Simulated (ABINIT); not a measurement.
# Beyond one shot: Sr2H3I (P-3m1)

How far does self-consistency move the gap of Sr2H3I (P-3m1)?

Method: LDA and many-body steps on it, plane waves, in ABINIT 10.8.3.

Most raw output is cut from this account.

### 1. The starting structure

Symmetry: P-3m1, No. 164, trigonal system. The conventional cell has a = 4.243 Å, b = 4.243 Å, c = 7.683 Å, α = 90.00°, β = 90.00°, γ = 120.00°. Nearest to Sr lie 7 H at 2.47 to 2.81 Å and 3 I at 3.48 Å. H has 6 H at 2.68 Å and 6 Sr at 2.81 Å nearest. Nearest to H lie 4 Sr at 2.47 Å. I has 6 Sr at 3.48 Å nearest. Farther neighbours and most contacts between anions are not listed.

Structure file:

```cif
data_structure
_symmetry_space_group_name_H-M 'P 1'
_symmetry_Int_Tables_number 1
_cell_length_a 4.2427
_cell_length_b 4.2427
_cell_length_c 7.6827
_cell_angle_alpha 90.000
_cell_angle_beta 90.000
_cell_angle_gamma 120.000
_cell_volume 119.77
loop_
_atom_site_label
_atom_site_type_symbol
_atom_site_fract_x
_atom_site_fract_y
_atom_site_fract_z
_atom_site_occupancy
Sr1 Sr 0.66667 0.33333 0.67866 1
Sr2 Sr 0.33333 0.66667 0.32134 1
H3 H 0.00000 0.00000 0.50000 1
H4 H 0.66667 0.33333 0.35725 1
H5 H 0.33333 0.66667 0.64275 1
I6 I 0.00000 0.00000 0.00000 1
```

The cell and positions are those that the Materials Project relaxed with its own functionals (PBE, PBE+U or r2SCAN), kept fixed. Spin-orbit coupling is left out unless a step names it.

### 2. Empty states on the mesh, 3×3×2 mesh, 176 bands

This step: ABINIT 10.8.3; DFT, LDA, plane waves, norm-conserving pseudopotentials.

The sums over transitions need many empty states on a uniform mesh; this step solves for them.

File run.abi:

```
acell 3*1.0 Angstrom
rprim 
  4.242728767114 -0.000000000028 0.000000000000
  -2.121364383533 3.674310893702 0.000000000000
  0.000000000000 0.000000000000 7.682747430000
ntypat 3
znucl 38 1 53
natom 6
typat 1 1 2 2 2 3
xred 
  0.666666666667 0.333333333333 0.678655290000
  0.333333333333 0.666666666667 0.321344710000
  0.000000000000 0.000000000000 0.500000000000
  0.666666666667 0.333333333333 0.357251500000
  0.333333333333 0.666666666667 0.642748500000
  0.000000000000 0.000000000000 0.000000000000
pp_dirpath "pseudos"
pseudos "Sr.upf, H.upf, I.upf"
ecut 31
ngkpt 3 3 2
nshiftk 1
shiftk 0 0 0
kptopt 1
chksymbreak 0
iscf -2
irdden 1
istwfk *1
nband 176
nbdbuf 16
tolwfr 1e-09
nstep 60
prtvol 0
indata_prefix "in"
outdata_prefix "out"
tmpdata_prefix "tmp"
```

On the command line:

```bash
$ OMP_NUM_THREADS=1 mpirun -n 4 abinit run.abi > log
```

Run time: 98 s. Hardware: 4 MPI ranks of Arm Neoverse V1, shared host; peak memory 0.44 GiB; 6.5 min of CPU time.

This step gave:

| Property | Result |
| --- | --- |
| gap | 1.866 eV |
| k of the valence top | 0, 0, 0.5 |
| k of the conduction bottom | 0.3333, 0.3333, 0 |
| least direct gap | 2.319 eV |
| k points computed | 6 |
| lowest point of the top converged band, above the valence top | 56.8538 eV |

On this mesh the gap is 1.866 eV.

The density comes from a self-consistent run that is not shown.

### 3. Screening, 3×3×2 mesh, 160 bands, screening to 130.6 eV

The RPA dielectric matrix is built and inverted for each q.

This step: RPA screening on LDA, plane waves, norm-conserving pseudopotentials.

run.abi: that of step 2 with these lines changed.

```diff
@@ -24,10 +24,11 @@
 chksymbreak 0
-iscf -2
-irdden 1
 istwfk *1
-nband 176
-nbdbuf 16
-tolwfr 1e-09
-nstep 60
-prtvol 0
+occopt 1
+irdwfk 1
+optdriver 3
+nband 160
+ecuteps 4.8
+inclvkb 2
+awtr 1
+symchi 1
 indata_prefix "in"
```

It took 45 s on 4 MPI ranks; peak memory 1.2 GiB.

This step gave:

```
ε∞ with local fields, on this mesh, along the program's q direction : 5.516
the same without local fields                                       : 6.241
plasma frequency                                                    : 18.58 eV
plane waves in the screening matrix                                 : 387
```

Local fields lower ε∞ by 12 %. On a Γ-centred mesh this coarse the value itself is usually too large, while a short band sum pulls it down.

### 4. G0W0

The self-energy is evaluated for the states that the input lists, and the levels follow from it, in one-shot runs by the linearised quasiparticle equation.

This step: G0W0 on LDA, plane waves, norm-conserving pseudopotentials.

run.abi: that of step 3 with these lines changed.

```diff
@@ -27,8 +27,19 @@
 irdwfk 1
-optdriver 3
+optdriver 4
 nband 160
+gwcalctyp 0
+ecutsigx 31
+symsigma 1
+nkptgw 3
+kptgw 
+  0.0000000000 0.0000000000 0.5000000000
+  0.3333333333 0.3333333333 0.0000000000
+  0.0000000000 0.0000000000 0.0000000000
+bdgw 
+  13 18
+  14 17
+  13 18
 ecuteps 4.8
-inclvkb 2
-awtr 1
-symchi 1
+irdscr 1
+ppmodel 1
 indata_prefix "in"
```

Elapsed: 34 s, on 4 MPI ranks; peak memory 1.2 GiB.

Numbers from this step:

```yaml
g0w0_gap_on_the_points_computed: 3.623 eV
starting_gap_on_the_mesh: 1.866 eV
k_of_the_valence_top: 0, 0, 0.5
k_of_the_conduction_bottom: 0.3333, 0.3333, 0
z_at_the_valence_top: 0.783
z_at_the_conduction_bottom: 0.82
least_direct_g0w0_gap_on_the_computed_points: 3.966 eV
```

The gap on the mesh goes from 1.87 eV to 3.62 eV, a correction of +1.76 eV.

### 5. evGW0, cycle 1

This step: evGW0 on LDA, plane waves, norm-conserving pseudopotentials.

run.abi: that of step 4 with these lines changed.

```diff
@@ -29,14 +29,20 @@
 nband 160
-gwcalctyp 0
+gwcalctyp 10
 ecutsigx 31
 symsigma 1
-nkptgw 3
+nkptgw 6
 kptgw 
+  0.0000000000 0.0000000000 0.0000000000
+  0.3333333333 0.0000000000 0.0000000000
+  0.3333333333 0.3333333333 0.0000000000
   0.0000000000 0.0000000000 0.5000000000
-  0.3333333333 0.3333333333 0.0000000000
-  0.0000000000 0.0000000000 0.0000000000
+  0.3333333333 0.0000000000 0.5000000000
+  0.3333333333 0.3333333333 0.5000000000
 bdgw 
-  13 18
-  14 17
-  13 18
+  10 24
+  10 24
+  10 24
+  10 24
+  10 24
+  10 24
 ecuteps 4.8
```

Wall time 3.9 min (4 MPI ranks); peak memory 1.6 GiB; 16 min of CPU time.

This step gave:

```yaml
quasiparticle_gap_on_the_mesh: 4.054 eV
gap_of_the_density_functional_on_the_mesh: 1.866 eV
k_of_the_valence_top: 0, 0, 0.5
k_of_the_conduction_bottom: 0.3333, 0.3333, 0
z_at_the_valence_top: 0.783
z_at_the_conduction_bottom: 0.82
least_direct_quasiparticle_gap_on_the_computed_points: 4.364 eV
```

Against G0W0 in ABINIT (3×3×2 mesh, 160 bands, screening to 130.6 eV, Godby-Needs plasmon pole), the gap moves by +0.431 eV. This first cycle still uses the starting levels; it takes the full correction, at all points of the mesh, and its linearised value is 3.623 eV.

### 6. evGW0, cycle 2

The corrected levels of the last cycle go back in.

run.abi: that of step 5 with these lines changed.

```diff
@@ -50,2 +50,3 @@
 ppmodel 1
+irdqps 1
 indata_prefix "in"
```

Run time: 3.9 min. Hardware: 4 MPI ranks; peak memory 1.6 GiB; 16 min of CPU time.

This step gave:

```yaml
quasiparticle_gap_on_the_mesh: 3.863 eV
gap_of_the_density_functional_on_the_mesh: 1.866 eV
k_of_the_valence_top: 0, 0, 0.5
k_of_the_conduction_bottom: 0.3333, 0.3333, 0
least_direct_quasiparticle_gap_on_the_computed_points: 4.178 eV
```

Against the cycle before, the gap moves by −0.191 eV.

### 7. evGW0, cycle 3

run.abi is that of step 6.

Elapsed: 3.9 min, on 4 MPI ranks; peak memory 1.6 GiB.

Numbers from this step:

```yaml
quasiparticle_gap_on_the_mesh: 3.88 eV
gap_of_the_density_functional_on_the_mesh: 1.866 eV
k_of_the_valence_top: 0, 0, 0.5
k_of_the_conduction_bottom: 0.3333, 0.3333, 0
least_direct_quasiparticle_gap_on_the_computed_points: 4.196 eV
```

Against the cycle before, the gap moves by +0.017 eV.

### 8. evGW0, cycle 4

run.abi is that of step 7.

Wall time 3.9 min (4 MPI ranks); peak memory 1.6 GiB.

Numbers from this step:

```
quasiparticle gap on the mesh                         : 3.878 eV
gap of the density functional on the mesh             : 1.866 eV
k of the valence top                                  : 0, 0, 0.5
k of the conduction bottom                            : 0.3333, 0.3333, 0
least direct quasiparticle gap on the computed points : 4.193 eV
```

Against the cycle before, the gap moves by −0.002 eV.

### 9. Screening, 3×3×2 mesh, 160 bands, screening to 130.6 eV

This step: RPA screening on LDA, plane waves, norm-conserving pseudopotentials.

run.abi: that of step 8 with these lines changed.

```diff
@@ -27,26 +27,13 @@
 irdwfk 1
-optdriver 4
+optdriver 3
 nband 160
+ecuteps 4.8
+inclvkb 2
+awtr 1
+symchi 1
 gwcalctyp 10
-ecutsigx 31
-symsigma 1
-nkptgw 6
-kptgw 
-  0.0000000000 0.0000000000 0.0000000000
-  0.3333333333 0.0000000000 0.0000000000
-  0.3333333333 0.3333333333 0.0000000000
-  0.0000000000 0.0000000000 0.5000000000
-  0.3333333333 0.0000000000 0.5000000000
-  0.3333333333 0.3333333333 0.5000000000
-bdgw 
-  10 24
-  10 24
-  10 24
-  10 24
-  10 24
-  10 24
-ecuteps 4.8
-irdscr 1
-ppmodel 1
-irdqps 1
+mbpt_sciss 1.982 eV
+nqptdm 1
+qptdm 
+  0 0 0
 indata_prefix "in"
```

The job ended after 19 s (4 MPI ranks; peak memory 1.2 GiB; 75 s of CPU time).

Numbers from this step:

```
ε∞ with local fields, on this mesh, along the program's q direction : 4.266
the same without local fields                                       : 4.736
plasma frequency                                                    : 18.58 eV
plane waves in the screening matrix                                 : 387
```

This screening uses the functional's bands under a rigid shift, the mean opening of the cycle before.

### 10. Screening, 3×3×2 mesh, 160 bands, screening to 130.6 eV

This step: RPA screening on LDA from quasiparticle energies, plane waves, norm-conserving pseudopotentials.

run.abi: that of step 9 with these lines changed.

```diff
@@ -33,7 +33,11 @@
 symchi 1
+irdqps 1
 gwcalctyp 10
-mbpt_sciss 1.982 eV
-nqptdm 1
+nqptdm 5
 qptdm 
-  0 0 0
+  0.3333333333 0.0000000000 0.0000000000
+  0.3333333333 0.3333333333 0.0000000000
+  0.0000000000 0.0000000000 0.5000000000
+  0.3333333333 0.0000000000 0.5000000000
+  0.3333333333 0.3333333333 0.5000000000
 indata_prefix "in"
```

File mrgscr.stdin:

```
2
merged
q0_SCR
out_SCR
1
```

On the command line:

```bash
$ OMP_NUM_THREADS=1 mpirun -n 4 abinit run.abi > log; mrgscr < mrgscr.stdin
```

It took 29 s on 4 MPI ranks; peak memory 1.1 GiB.

Numbers from this step:

* plasma frequency: 18.58 eV
* plane waves in the screening matrix: 387

This screening reads the quasiparticle levels of the cycle before.

### 11. evGW, cycle 1

This step: evGW on LDA, plane waves, norm-conserving pseudopotentials.

run.abi: that of step 10 with these lines changed.

```diff
@@ -27,12 +27,10 @@
 irdwfk 1
-optdriver 3
+optdriver 4
 nband 160
-ecuteps 4.8
-inclvkb 2
-awtr 1
-symchi 1
-irdqps 1
 gwcalctyp 10
-nqptdm 5
-qptdm 
+ecutsigx 31
+symsigma 1
+nkptgw 6
+kptgw 
+  0.0000000000 0.0000000000 0.0000000000
   0.3333333333 0.0000000000 0.0000000000
@@ -42,2 +40,13 @@
   0.3333333333 0.3333333333 0.5000000000
+bdgw 
+  10 24
+  10 24
+  10 24
+  10 24
+  10 24
+  10 24
+ecuteps 4.8
+irdscr 1
+ppmodel 1
+irdqps 1
 indata_prefix "in"
```

On the command line:

```bash
$ OMP_NUM_THREADS=1 mpirun -n 4 abinit run.abi > log
```

Wall time 3.9 min (4 MPI ranks); peak memory 1.6 GiB.

This step gave:

```
quasiparticle gap on the mesh                         : 4.221 eV
gap of the density functional on the mesh             : 1.866 eV
k of the valence top                                  : 0, 0, 0.5
k of the conduction bottom                            : 0.3333, 0.3333, 0
least direct quasiparticle gap on the computed points : 4.537 eV
```

Against G0W0 in ABINIT (3×3×2 mesh, 160 bands, screening to 130.6 eV, Godby-Needs plasmon pole), the gap moves by +0.598 eV.

### 12. Screening, 3×3×2 mesh, 160 bands, screening to 130.6 eV

This step: RPA screening on LDA, plane waves, norm-conserving pseudopotentials.

run.abi: that of step 11 with these lines changed.

```diff
@@ -27,26 +27,13 @@
 irdwfk 1
-optdriver 4
+optdriver 3
 nband 160
+ecuteps 4.8
+inclvkb 2
+awtr 1
+symchi 1
 gwcalctyp 10
-ecutsigx 31
-symsigma 1
-nkptgw 6
-kptgw 
-  0.0000000000 0.0000000000 0.0000000000
-  0.3333333333 0.0000000000 0.0000000000
-  0.3333333333 0.3333333333 0.0000000000
-  0.0000000000 0.0000000000 0.5000000000
-  0.3333333333 0.0000000000 0.5000000000
-  0.3333333333 0.3333333333 0.5000000000
-bdgw 
-  10 24
-  10 24
-  10 24
-  10 24
-  10 24
-  10 24
-ecuteps 4.8
-irdscr 1
-ppmodel 1
-irdqps 1
+mbpt_sciss 2.362 eV
+nqptdm 1
+qptdm 
+  0 0 0
 indata_prefix "in"
```

Wall time 19 s (4 MPI ranks); peak memory 1.2 GiB; 75 s of CPU time.

Numbers from this step:

```
ε∞ with local fields, on this mesh, along the program's q direction : 4.113
the same without local fields                                       : 4.553
plasma frequency                                                    : 18.58 eV
plane waves in the screening matrix                                 : 387
```

This screening uses the functional's bands under a rigid shift, the mean opening of the cycle before.

### 13. Screening, 3×3×2 mesh, 160 bands, screening to 130.6 eV

This step: RPA screening on LDA from quasiparticle energies, plane waves, norm-conserving pseudopotentials.

run.abi: that of step 12 with these lines changed.

```diff
@@ -33,7 +33,11 @@
 symchi 1
+irdqps 1
 gwcalctyp 10
-mbpt_sciss 2.362 eV
-nqptdm 1
+nqptdm 5
 qptdm 
-  0 0 0
+  0.3333333333 0.0000000000 0.0000000000
+  0.3333333333 0.3333333333 0.0000000000
+  0.0000000000 0.0000000000 0.5000000000
+  0.3333333333 0.0000000000 0.5000000000
+  0.3333333333 0.3333333333 0.5000000000
 indata_prefix "in"
```

mrgscr.stdin is that of step 10.

On the command line:

```bash
$ OMP_NUM_THREADS=1 mpirun -n 4 abinit run.abi > log; mrgscr < mrgscr.stdin
```

Run time: 29 s. Hardware: 4 MPI ranks; peak memory 1.1 GiB.

Numbers from this step:

* plasma frequency: 18.58 eV
* plane waves in the screening matrix: 387

This screening reads the quasiparticle levels of the cycle before.

### 14. evGW, cycle 2

This step: evGW on LDA, plane waves, norm-conserving pseudopotentials.

run.abi: that of step 13 with these lines changed.

```diff
@@ -27,12 +27,10 @@
 irdwfk 1
-optdriver 3
+optdriver 4
 nband 160
-ecuteps 4.8
-inclvkb 2
-awtr 1
-symchi 1
-irdqps 1
 gwcalctyp 10
-nqptdm 5
-qptdm 
+ecutsigx 31
+symsigma 1
+nkptgw 6
+kptgw 
+  0.0000000000 0.0000000000 0.0000000000
   0.3333333333 0.0000000000 0.0000000000
@@ -42,2 +40,13 @@
   0.3333333333 0.3333333333 0.5000000000
+bdgw 
+  10 24
+  10 24
+  10 24
+  10 24
+  10 24
+  10 24
+ecuteps 4.8
+irdscr 1
+ppmodel 1
+irdqps 1
 indata_prefix "in"
```

On the command line:

```bash
$ OMP_NUM_THREADS=1 mpirun -n 4 abinit run.abi > log
```

Run time: 3.9 min. Hardware: 4 MPI ranks; peak memory 1.6 GiB; 16 min of CPU time.

This step gave:

| Property | Result |
| --- | --- |
| quasiparticle gap on the mesh | 4.254 eV |
| gap of the density functional on the mesh | 1.866 eV |
| k of the valence top | 0, 0, 0.5 |
| k of the conduction bottom | 0.3333, 0.3333, 0 |
| least direct quasiparticle gap on the computed points | 4.570 eV |

Against the cycle before, the gap moves by +0.033 eV.

### 15. Screening, 3×3×2 mesh, 160 bands, screening to 130.6 eV

This step: RPA screening on LDA, plane waves, norm-conserving pseudopotentials.

run.abi: that of step 14 with these lines changed.

```diff
@@ -27,26 +27,13 @@
 irdwfk 1
-optdriver 4
+optdriver 3
 nband 160
+ecuteps 4.8
+inclvkb 2
+awtr 1
+symchi 1
 gwcalctyp 10
-ecutsigx 31
-symsigma 1
-nkptgw 6
-kptgw 
-  0.0000000000 0.0000000000 0.0000000000
-  0.3333333333 0.0000000000 0.0000000000
-  0.3333333333 0.3333333333 0.0000000000
-  0.0000000000 0.0000000000 0.5000000000
-  0.3333333333 0.0000000000 0.5000000000
-  0.3333333333 0.3333333333 0.5000000000
-bdgw 
-  10 24
-  10 24
-  10 24
-  10 24
-  10 24
-  10 24
-ecuteps 4.8
-irdscr 1
-ppmodel 1
-irdqps 1
+mbpt_sciss 2.397 eV
+nqptdm 1
+qptdm 
+  0 0 0
 indata_prefix "in"
```

Wall time 19 s (4 MPI ranks); peak memory 1.2 GiB.

This step gave:

| Quantity | Value |
| --- | --- |
| ε∞ with local fields, on this mesh, along the program's q direction | 4.100 |
| the same without local fields | 4.537 |
| plasma frequency | 18.58 eV |
| plane waves in the screening matrix | 387 |

This screening uses the functional's bands under a rigid shift, the mean opening of the cycle before.

### 16. Screening, 3×3×2 mesh, 160 bands, screening to 130.6 eV

This step: RPA screening on LDA from quasiparticle energies, plane waves, norm-conserving pseudopotentials.

run.abi: that of step 15 with these lines changed.

```diff
@@ -33,7 +33,11 @@
 symchi 1
+irdqps 1
 gwcalctyp 10
-mbpt_sciss 2.397 eV
-nqptdm 1
+nqptdm 5
 qptdm 
-  0 0 0
+  0.3333333333 0.0000000000 0.0000000000
+  0.3333333333 0.3333333333 0.0000000000
+  0.0000000000 0.0000000000 0.5000000000
+  0.3333333333 0.0000000000 0.5000000000
+  0.3333333333 0.3333333333 0.5000000000
 indata_prefix "in"
```

mrgscr.stdin is that of step 13.

On the command line:

```bash
$ OMP_NUM_THREADS=1 mpirun -n 4 abinit run.abi > log; mrgscr < mrgscr.stdin
```

Run time: 29 s. Hardware: 4 MPI ranks; peak memory 1.1 GiB; 2 min of CPU time.

This step gave:

```yaml
plasma_frequency: 18.58 eV
plane_waves_in_the_screening_matrix: 387
```

This screening reads the quasiparticle levels of the cycle before.

### 17. evGW, cycle 3

This step: evGW on LDA, plane waves, norm-conserving pseudopotentials.

run.abi: that of step 16 with these lines changed.

```diff
@@ -27,12 +27,10 @@
 irdwfk 1
-optdriver 3
+optdriver 4
 nband 160
-ecuteps 4.8
-inclvkb 2
-awtr 1
-symchi 1
-irdqps 1
 gwcalctyp 10
-nqptdm 5
-qptdm 
+ecutsigx 31
+symsigma 1
+nkptgw 6
+kptgw 
+  0.0000000000 0.0000000000 0.0000000000
   0.3333333333 0.0000000000 0.0000000000
@@ -42,2 +40,13 @@
   0.3333333333 0.3333333333 0.5000000000
+bdgw 
+  10 24
+  10 24
+  10 24
+  10 24
+  10 24
+  10 24
+ecuteps 4.8
+irdscr 1
+ppmodel 1
+irdqps 1
 indata_prefix "in"
```

On the command line:

```bash
$ OMP_NUM_THREADS=1 mpirun -n 4 abinit run.abi > log
```

Run time: 3.9 min. Hardware: 4 MPI ranks; peak memory 1.6 GiB.

Numbers from this step:

| Property | Result |
| --- | --- |
| quasiparticle gap on the mesh | 4.256 eV |
| gap of the density functional on the mesh | 1.866 eV |
| k of the valence top | 0, 0, 0.5 |
| k of the conduction bottom | 0.3333, 0.3333, 0 |
| least direct quasiparticle gap on the computed points | 4.572 eV |

Against the cycle before, the gap moves by +0.002 eV.

### 18. The runs together

Times are wall times on 4 MPI ranks of Arm Neoverse V1, shared host, good to a factor of about two. A run's time includes the screening step that it read.

```tsv
run	mesh	bands	screening cutoff (eV)	DFT gap (eV)	gap on the mesh (eV)	direct (eV)	ε∞ used	time
G0W0	3×3×2	160	130.6	1.866	3.623	3.966	5.52	79 s
evGW0, cycle 1	3×3×2	160	130.6	1.866	4.054	4.364	5.52	4.6 min
evGW0, cycle 2	3×3×2	160	130.6	1.866	3.863	4.178	5.52	4.7 min
evGW0, cycle 3	3×3×2	160	130.6	1.866	3.880	4.196	5.52	4.6 min
evGW0, cycle 4	3×3×2	160	130.6	1.866	3.878	4.193	5.52	4.7 min
evGW, cycle 1	3×3×2	160	130.6	1.866	4.221	4.537	4.27	4.7 min
evGW, cycle 2	3×3×2	160	130.6	1.866	4.254	4.570	4.11	4.7 min
evGW, cycle 3	3×3×2	160	130.6	1.866	4.256	4.572	4.10	4.7 min
```

### 19. Results

```json
{
 "G0W0": "3.623 eV",
 "evGW0, cycle 1": "4.054 eV",
 "evGW0, cycle 2": "3.863 eV",
 "evGW0, cycle 3": "3.880 eV",
 "evGW0, cycle 4": "3.878 eV",
 "evGW, cycle 1": "4.221 eV",
 "evGW, cycle 2": "4.254 eV",
 "evGW, cycle 3": "4.256 eV",
 "known limits": "not at the basis limit; no spin-orbit coupling; coarse k mesh"
}
```

**Reading.** Only the bands that the input lists are updated; the others, empty or deep, keep the functional's energies or take a rigid shift. The evGW loop starts from the last levels of evGW0, so its cycles and time come on top of those. evGW0 ends at 3.88 eV, +0.25 eV from G0W0, after 4 cycles that took 16 min beside the first screening; the last moved the gap by 0.002 eV. evGW ends at 4.26 eV, +0.63 eV from G0W0, after 3 cycles that took 14 min beside the first screening; the last moved the gap by 0.002 eV. The first cycle of evGW0 takes the full correction, without the factor Z, so it overshoots the one-shot value. Bands and cutoff are finite, so the gap is not at the basis limit. The miss can reach some tenths of an eV and take either sign; the mesh is an error of its own. A denser mesh or path gives a starting gap of 1.75 eV: the GW mesh misses a band edge, so its gaps are not the fundamental one. The 3×3×2 mesh is coarse for this cell, which bears on the long-range parts of exchange and screening. In the updated screening the q = 0 part is built from Kohn-Sham bands under a rigid shift, the other q from the quasiparticle levels. The many-body steps are scalar-relativistic: spin-orbit coupling is not in them.

[Paths, hosts, dates, memory and timing lines, banners, echoed tables and standing remarks are left out of the program output.]

[Logs are printed without paths, hosts, clocks, repeated set-up lines and the standing remarks that a program may print on its own settings, such as how far it seeks lower states.]

[Runs of the session that timed out or met a known fault of the program may be left out.]

[Hosts, paths, dates, database ids (printed as entryN), source tags and the programs' standing remarks are cut or masked in the printed files.]

[G0W0 gaps are taken among the corrected bands and points alone; a level outside them can change the order at an edge.]

[Where Ansatz stands beside ABINIT at settings called matched, ABINIT's density can come from a denser mesh and the files from another edition; pairs whose starting gaps differed by over 0.03 eV were left out, so agreement reads better than it is.]
